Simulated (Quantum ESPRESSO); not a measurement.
# GaN (F-43m): phonon deformation potentials, worked out

Wanted: the shift of the optical mode of GaN (F-43m) in a strained (001) layer.

Method: DFT PBE, scalar-relativistic, plane waves, PseudoDojo norm-conserving pseudopotentials, in Quantum ESPRESSO 7.5.

## 1. Set-up

The structure is cubic, space group F-43m (No. 216). Conventional cell: a = 4.549 Å, b = 4.549 Å, c = 4.549 Å, α = 90.00°, β = 90.00°, γ = 90.00°. Ga has 4 N at 1.97 Å nearest. Nearest to N lie 4 Ga at 1.97 Å. Farther neighbours and most contacts between anions are not listed.

Coordinates:

```cif
data_structure
_symmetry_space_group_name_H-M 'P 1'
_symmetry_Int_Tables_number 1
_cell_length_a 3.2169
_cell_length_b 3.2169
_cell_length_c 3.2169
_cell_angle_alpha 60.000
_cell_angle_beta 60.000
_cell_angle_gamma 60.000
_cell_volume 23.54
loop_
_atom_site_label
_atom_site_type_symbol
_atom_site_fract_x
_atom_site_fract_y
_atom_site_fract_z
_atom_site_occupancy
Ga1 Ga 0.00000 0.00000 0.00000 1
N2 N 0.75000 0.75000 0.75000 1
```

This is the cell after its relaxation at this level of theory, not the database cell from which that began.

## 2. Uniaxial strain

The relaxed cell is stretched along z alone. This keeps all atoms on sites fixed by symmetry and splits the threefold mode into a singlet, polarised along z, and a doublet. The macroscopic field is left out, so these are transverse modes. Cutoff 92 Ry, k mesh 12×12×12.

From the response at ε_zz = 0.01:

The program printed:

```text
[banners, grids, parts of the stress and lines that vanish by symmetry left out]
Program PHONON v.7.5
     Reading xml data from directory:

[...]
Exchange-correlation= PBE
                           (   1   4   3   4   0   0   0)
[...]
kinetic-energy cut-off    =      92.0000  Ry
     charge density cut-off    =     368.0000  Ry
     convergence threshold     =      1.0E-18
[...]
Exchange-correlation= PBE
                           (   1   4   3   4   0   0   0)
[...]
q = (   0.0000000   0.0000000   0.0000000 )
      9 Sym.Ops. (with q -> -q+G )
     G cutoff =  347.9444  (  19147 G-vectors)     FFT grid: ( 40, 40, 40)
     number of k points=   163
[...]
Mode symmetry, D_2d (-42m) point group:
[...]
Representation #   1 mode #   1
[...]
End of self-consistent calculation
     Convergence has been achieved
     Representation #   2 mode #   2
[...]
End of self-consistent calculation
     Convergence has been achieved
     Representation #   3 modes #   3   4
[...]
End of self-consistent calculation
     Convergence has been achieved
     Representation #   4 modes #   5   6
[...]
End of self-consistent calculation
     Convergence has been achieved
[...]
q = (    0.000000000   0.000000000   0.000000000 )
[...]
freq (    1) =       0.084881 [THz] =       2.831342 [cm-1]
     freq (    2) =       0.085098 [THz] =       2.838571 [cm-1]
     freq (    3) =       0.085098 [THz] =       2.838571 [cm-1]
     freq (    4) =      15.264337 [THz] =     509.163489 [cm-1]
     freq (    5) =      15.264337 [THz] =     509.163489 [cm-1]
     freq (    6) =      15.334287 [THz] =     511.496752 [cm-1]
[...]
Mode symmetry, D_2d (-42m) point group:
     freq (   1-   1) =          2.8  [cm-1]   --> B_2  X_3  W_2   I+R
     freq (   2-   3) =          2.8  [cm-1]   --> E    X_5  W_3   I+R
     freq (   4-   5) =        509.2  [cm-1]   --> E    X_5  W_3   I+R
     freq (   6-   6) =        511.5  [cm-1]   --> B_2  X_3  W_2   I+R

   JOB DONE.
```

| ε_zz | singlet (cm⁻¹) | doublet (cm⁻¹) | σ_zz (GPa) | σ_xx (GPa) |
| --- | --- | --- | --- | --- |
| -0.01 | 523.62 | 526.39 | -2.596 | -1.406 |
| -0.005 | 520.70 | 522.03 | -1.312 | -0.710 |
| 0 | 517.70 | 517.70 | -0.038 | -0.038 |
| 0.005 | 514.64 | 513.42 | 1.225 | 0.609 |
| 0.01 | 511.50 | 509.16 | 2.477 | 1.230 |

Stress is counted positive in tension.

## 3. The fit

To first order ω² − ω₀² = p ε_zz + q (ε_xx + ε_yy) for the mode along z, and likewise for x and y. With ε_zz alone the singlet gives p and the doublet q.

The linear terms of parabolas through ω² are p = -2.34 ω₀² and q = -3.33 ω₀², with ω₀ = 517.7 cm⁻¹. Those of the stresses are C11 = 254 GPa and C12 = 132 GPa. Under hydrostatic strain p and q imply γ = −(p + 2q)/(6 ω₀²) = 1.50.

A layer held to an in-plane strain ε and free along z takes ε_zz = −2 (C12/C11) ε = -1.039 ε. To first order the singlet then shifts by (q − p C12/C11) ε / ω₀ = -1093 ε cm⁻¹. For ε = 0.004, ε_zz = -0.00416, the formulas for ω² predict 513.31 cm⁻¹ for the singlet and 515.41 cm⁻¹ for the doublet.

## 4. A biaxially strained cell

This run was no part of the fit.

The program printed:

```text
[banners, grids, parts of the stress and lines that vanish by symmetry left out]
[banner, memory and clock lines left out]
Program PHONON v.7.5

[...]
Exchange-correlation= PBE
                           (   1   4   3   4   0   0   0)
[...]
kinetic-energy cut-off    =      92.0000  Ry
     charge density cut-off    =     368.0000  Ry
     convergence threshold     =      1.0E-18
[...]
Exchange-correlation= PBE
                           (   1   4   3   4   0   0   0)
[...]
q = (   0.0000000   0.0000000   0.0000000 )
      9 Sym.Ops. (with q -> -q+G )
     G cutoff =  344.4330  (  19051 G-vectors)     FFT grid: ( 40, 40, 40)
     number of k points=   163
[...]
Mode symmetry, D_2d (-42m) point group:
[...]
Representation #   1 mode #   1
[...]
End of self-consistent calculation
     Convergence has been achieved
     Representation #   2 mode #   2
[...]
End of self-consistent calculation
     Convergence has been achieved
     Representation #   3 modes #   3   4
[...]
End of self-consistent calculation
     Convergence has been achieved
     Representation #   4 modes #   5   6
[...]
End of self-consistent calculation
     Convergence has been achieved
[...]
q = (    0.000000000   0.000000000   0.000000000 )
[...]
freq (    1) =       0.010691 [THz] =       0.356607 [cm-1]
     freq (    2) =       0.010691 [THz] =       0.356607 [cm-1]
     freq (    3) =       0.013505 [THz] =       0.450483 [cm-1]
     freq (    4) =      15.389775 [THz] =     513.347635 [cm-1]
     freq (    5) =      15.450281 [THz] =     515.365898 [cm-1]
     freq (    6) =      15.450281 [THz] =     515.365898 [cm-1]
[...]
Mode symmetry, D_2d (-42m) point group:
     freq (   1-   2) =          0.4  [cm-1]   --> E    X_5  W_3   I+R
     freq (   3-   3) =          0.5  [cm-1]   --> B_2  X_3  W_2   I+R
     freq (   4-   4) =        513.3  [cm-1]   --> B_2  X_3  W_2   I+R
     freq (   5-   6) =        515.4  [cm-1]   --> E    X_5  W_3   I+R
```

| mode | predicted (cm⁻¹) | run (cm⁻¹) |
| --- | --- | --- |
| singlet | 513.31 | 513.35 |
| doublet | 515.41 | 515.37 |

The stress along z is -0.034 GPa and that in the plane 0.945 GPa; the unstrained cell carries -0.038 GPa.

## 5. What came out

- p (in units of the squared frequency): -2.341
- q (same units): -3.328
- shift of the singlet per unit of biaxial strain: -1093 cm⁻¹
- C11 and C12: 254 and 132 GPa

To first order, one per cent of tensile biaxial strain moves the singlet of GaN (F-43m) by -10.9 cm⁻¹ and the doublet by -5.7 cm⁻¹; the formulas miss the test run by up to 0.04 cm⁻¹. In backscattering from (001) the mode polarised along z is the one seen in diamond and zinc-blende crystals; in a polar crystal it is the LO mode, whose potentials differ somewhat from these. The third potential, r, needs shear strain and a relaxation of the atoms, which was not run. These are harmonic values at zero temperature.

[Host names and launcher messages were left out of these logs when they were recorded.]

[Logs are printed without paths, hosts, clocks, repeated set-up lines and the standing remarks that a program may print on its own settings, such as how far it seeks lower states.]

[Hosts, paths, dates, database ids (printed as entryN), source tags and the programs' standing remarks are cut or masked in the printed files.]
